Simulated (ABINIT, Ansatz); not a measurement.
# K2LiAlF6 (Fm-3m): G0W0 with ABINIT, start to end, part 3 of 3

Aim: the G0W0 gap of K2LiAlF6 (Fm-3m) on LDA, step by step.

ABINIT 10.8.3; LDA and many-body steps on it, plane waves. Known limits of the many-body steps: not at the basis limit; coarse k mesh.

So far. Step 4 (Empty states on the mesh, 2×2×2 mesh, 250 bands): On this mesh the gap is 7.553 eV. Step 5 (Screening, 2×2×2 mesh, 228 bands, screening to 176.9 eV): Local fields lower ε∞ by 8 %. On a Γ-centred mesh this coarse the value itself is usually too large, while a short band sum pulls it down.

### 6. Self-energy, 2×2×2 mesh, 228 bands, screening to 176.9 eV

The self-energy is evaluated for the states that the input lists, and the levels follow from it, in one-shot runs by the linearised quasiparticle equation.

This step: G0W0 on LDA, plane waves, norm-conserving pseudopotentials.

run.abi reads:

```
acell 3*1.0 Angstrom
rprim 
  0.000000000000 3.921000000000 3.921000000000
  3.921000000000 0.000000000000 3.921000000000
  3.921000000000 3.921000000000 -0.000000000000
ntypat 4
znucl 19 3 13 9
natom 10
typat 1 1 2 3 4 4 4 4 4 4
xred 
  0.250000000000 0.250000000000 0.250000000000
  0.750000000000 0.750000000000 0.750000000000
  0.500000000000 0.500000000000 0.500000000000
  0.000000000000 -0.000000000000 0.000000000000
  0.768900000000 0.231100000000 0.231100000000
  0.231100000000 0.768900000000 0.231100000000
  0.231100000000 0.768900000000 0.768900000000
  0.768900000000 0.231100000000 0.768900000000
  0.231100000000 0.231100000000 0.768900000000
  0.768900000000 0.768900000000 0.231100000000
pp_dirpath "pseudos"
pseudos "K.upf, Li.upf, Al.upf, F.upf"
ecut 36
ngkpt 2 2 2
nshiftk 1
shiftk 0 0 0
kptopt 1
chksymbreak 0
istwfk *1
occopt 1
irdwfk 1
optdriver 4
nband 228
gwcalctyp 0
ecutsigx 36
symsigma 1
nkptgw 1
kptgw 
  0.0000000000 0.0000000000 0.0000000000
bdgw 
  31 36
ecuteps 6.5
irdscr 1
ppmodel 1
indata_prefix "in"
outdata_prefix "out"
tmpdata_prefix "tmp"
```

Run with:

```bash
> OMP_NUM_THREADS=1 mpirun -n 4 abinit run.abi > log
```

Numbers of over 12 decimals in the logs are rounded to 6 here.

What it wrote:

```text
.Version 10.8.3 of ABINIT. v10.8.2 released Aug 2026.

 Symmetries : space group Fm -3 m (#225); Bravais cF (face-center cubic)
[... echo of the input left out ...]
== DATASET  1 ==================================================================
-   mpi_nproc: 4, omp_nthreads: 1 (-1 if OMP is not activated)

--- !DatasetInfo
iteration_state: {dtset: 1, }
dimensions: {natom: 10, nkpt: 3, mband: 228, nsppol: 1, nspinor: 1, nspden: 1, mpw: 8393, }
cutoff_energies: {ecut:  36.0, pawecutdg:  -1.0, }
electrons: {nelect:   6.60000000E+01, charge:   0.00000000E+00, occopt:   1.00000000E+00, tsmear:   1.00000000E-02, }

 SIGMA: Calculation of the GW corrections

 Based on a program developped by R.W. Godby, V. Olevano, G. Onida, and L. Reining.
 Incorporated in ABINIT by V. Olevano, G.-M. Rignanese, and M. Torrent.
.Using double precision arithmetic ; gwpc =  8

[... cell and pseudopotentials left out ...]
--------------------------------------------------------------------------------

 ==== K-mesh for the wavefunctions ====
 Number of points in the irreducible wedge :     3
[... list of points left out ...]
 Together with 48 symmetry operations and time-reversal symmetry
 yields     8 points in the full Brillouin Zone.

 ==== Q-mesh for screening function ====
 Number of points in the irreducible wedge :     3
[... list of points left out ...]
 Together with 48 symmetry operations and time-reversal symmetry
 yields     8 points in the full Brillouin Zone.

 vcoul_init : cutoff-mode = AUXILIARY_FUNCTION
 q-points for optical limit:   1
     1)      0.000010    0.000020    0.000030
 setmesh: FFT mesh size selected  =    60x   60x   60
          total number of points  =       216000

 Number of electrons calculated from density =   66.0000; Expected =   66.0000
 average of density, n =  0.081120
 r_s =    1.4331
 omega_plasma =   27.4738 [eV]

 === KS Band Gaps ===
  >>>> For spin  1
   Minimum direct gap =   7.5533 [eV], located at k-point      :   0.0000  0.0000  0.0000
   Fundamental gap    =   7.5533 [eV], Top of valence bands at :   0.0000  0.0000  0.0000
                                       Bottom of conduction at :   0.0000  0.0000  0.0000
 SIGMA fundamental parameters:
 PLASMON POLE MODEL  1
 number of plane-waves for SigmaX                 8393
 number of plane-waves for SigmaC and W            645
 number of plane-waves for wavefunctions          8393
 number of bands                                   228
 number of independent spin polarizations            1
 number of spinorial components                      1
 number of k-points in IBZ                           3
 number of q-points in IBZ                           3
 number of symmetry operations                      48
 number of k-points in BZ                            8
 number of q-points in BZ                            8
 number of frequencies for dSigma/dE                 9
 frequency step for dSigma/dE [eV]                0.25
 number of omega for Sigma on real axis              0
 max omega for Sigma on real axis  [eV]           0.00
 zcut for avoiding poles [eV]                     0.10

 EPSILON^-1 parameters (SCR file):
 dimension of the eps^-1 matrix on file            645
 dimension of the eps^-1 matrix used               645
 number of plane-waves for wavefunctions          8393
 number of bands                                   228
 number of q-points in IBZ                           3
 number of frequencies                               2
 number of real frequencies                          1
 number of imag frequencies                          1

 matrix elements of self-energy operator (all in [eV])

 Perturbative Calculation

--- !SelfEnergy_ee
iteration_state: {dtset: 1, }
kpoint     : [   0.000,    0.000,    0.000, ]
spin       : 1
KS_gap     :    7.553
QP_gap     :   11.751
Delta_QP_KS:    4.198
data: !SigmaeeData |
     Band     E0 <VxcDFT>   SigX SigC(E0)      Z dSigC/dE  Sig(E)    E-E0       E
       31   0.311 -22.825 -30.265   4.959   0.826  -0.211 -24.873  -2.048  -1.737
       32   0.311 -22.825 -30.265   4.959   0.826  -0.211 -24.873  -2.048  -1.737
       33   0.311 -22.825 -30.265   4.959   0.826  -0.211 -24.873  -2.048  -1.737
       34   7.864 -11.404  -6.118  -2.881   0.894  -0.118  -9.254   2.150  10.014
       35  10.340 -10.711  -4.753  -2.930   0.899  -0.112  -7.988   2.723  13.063
       36  10.340 -10.711  -4.753  -2.930   0.899  -0.112  -7.988   2.723  13.063

== END DATASET(S) ==============================================================
================================================================================

 -outvars: echo values of variables after computation  --------
           etotal      0.0000000000E+00
            nband         228
             nkpt           3
          spgroup         225
 [... the other variables as echoed above ...]

 Calculation completed.
```

Elapsed: 45 s, on 4 MPI ranks of Arm Neoverse N1, shared host; peak memory 1.9 GiB.

Numbers from this step:

| Quantity | Value |
| --- | --- |
| G0W0 gap on the points computed | 11.75 eV |
| starting gap on the mesh | 7.553 eV |
| k of the valence top | 0, 0, 0 |
| k of the conduction bottom | 0, 0, 0 |
| Z at the valence top | 0.826 |
| Z at the conduction bottom | 0.894 |
| least direct G0W0 gap on the computed points | 11.75 eV |

The gap on the mesh goes from 7.55 eV to 11.75 eV, a correction of +4.20 eV.

Limits: finite bands, cutoff and mesh; coarse k mesh. v1 is the top filled band, c1 the lowest empty one. Levels before and after the correction, in eV, zero at the valence-band top of each column:

```
           conduction bottom  valence top
Kohn-Sham               7.55         0.00
     G0W0              11.75         0.00
```

```
             level  energy (eV)
Kohn-Sham  Γ v3-v1        0.000
Kohn-Sham     Γ c1        7.553
Kohn-Sham  Γ c2-c3       10.029
     G0W0  Γ v3-v1        0.000
     G0W0     Γ c1       11.751
     G0W0  Γ c2-c3       14.800
```

### 7. Where the time went

Times are wall times on 4 MPI ranks of Arm Neoverse N1, shared host, good to a factor of about two.

```
                          step     time  share  memory (GiB)
                  ground state     77 s   11 %          0.49
bands along the symmetry lines  2.7 min   24 %          0.47
      empty states on the mesh  3.6 min   32 %          0.48
                     screening    3 min   27 %           2.3
                   self-energy     45 s    7 %           1.9
```

### 8. Results

| Quantity | Value |
| --- | --- |
| LDA gap | 7.55 eV, direct |
| G0W0 gap on the mesh | 11.75 eV |
| GW settings | 2×2×2 mesh, 228 bands, screening to 176.9 eV, Godby-Needs plasmon pole |
| known limits | not at the basis limit; coarse k mesh |

In words: G0W0 moves the gap on the mesh from 7.55 eV to 11.75 eV (+4.20 eV), with Z of 0.83 and 0.89 at the edges. Local fields lower the RPA ε∞ on this mesh from 2.24 to 2.07; a Γ-centred mesh this coarse tends to raise both, most where the direct gap is narrow, while a short band sum lowers them. Only 1 of the mesh's irreducible points was corrected, so a valley elsewhere could overtake. Bands and cutoff are finite, so the gap is not at the basis limit. The miss can reach some tenths of an eV and take either sign; the mesh is an error of its own. In the G0W0 run levels were corrected at 1 k point alone, so a gap called «on the mesh» is the least over those, and an edge elsewhere would be missed. The 2×2×2 mesh is coarse for this cell, which bears on the long-range parts of exchange and screening.

[Paths, hosts, dates, memory and timing lines, banners, echoed tables and standing remarks are left out of the program output.]

[Logs are printed without paths, hosts, clocks, repeated set-up lines and the standing remarks that a program may print on its own settings, such as how far it seeks lower states.]

[Runs of the session that timed out or met a known fault of the program may be left out.]

[Hosts, paths, dates, database ids (printed as entryN), source tags and the programs' standing remarks are cut or masked in the printed files.]

[G0W0 gaps are taken among the corrected bands and points alone; a level outside them can change the order at an edge.]

[Where Ansatz stands beside ABINIT at settings called matched, ABINIT's density can come from a denser mesh and the files from another edition; pairs whose starting gaps differed by over 0.03 eV were left out, so agreement reads better than it is.]
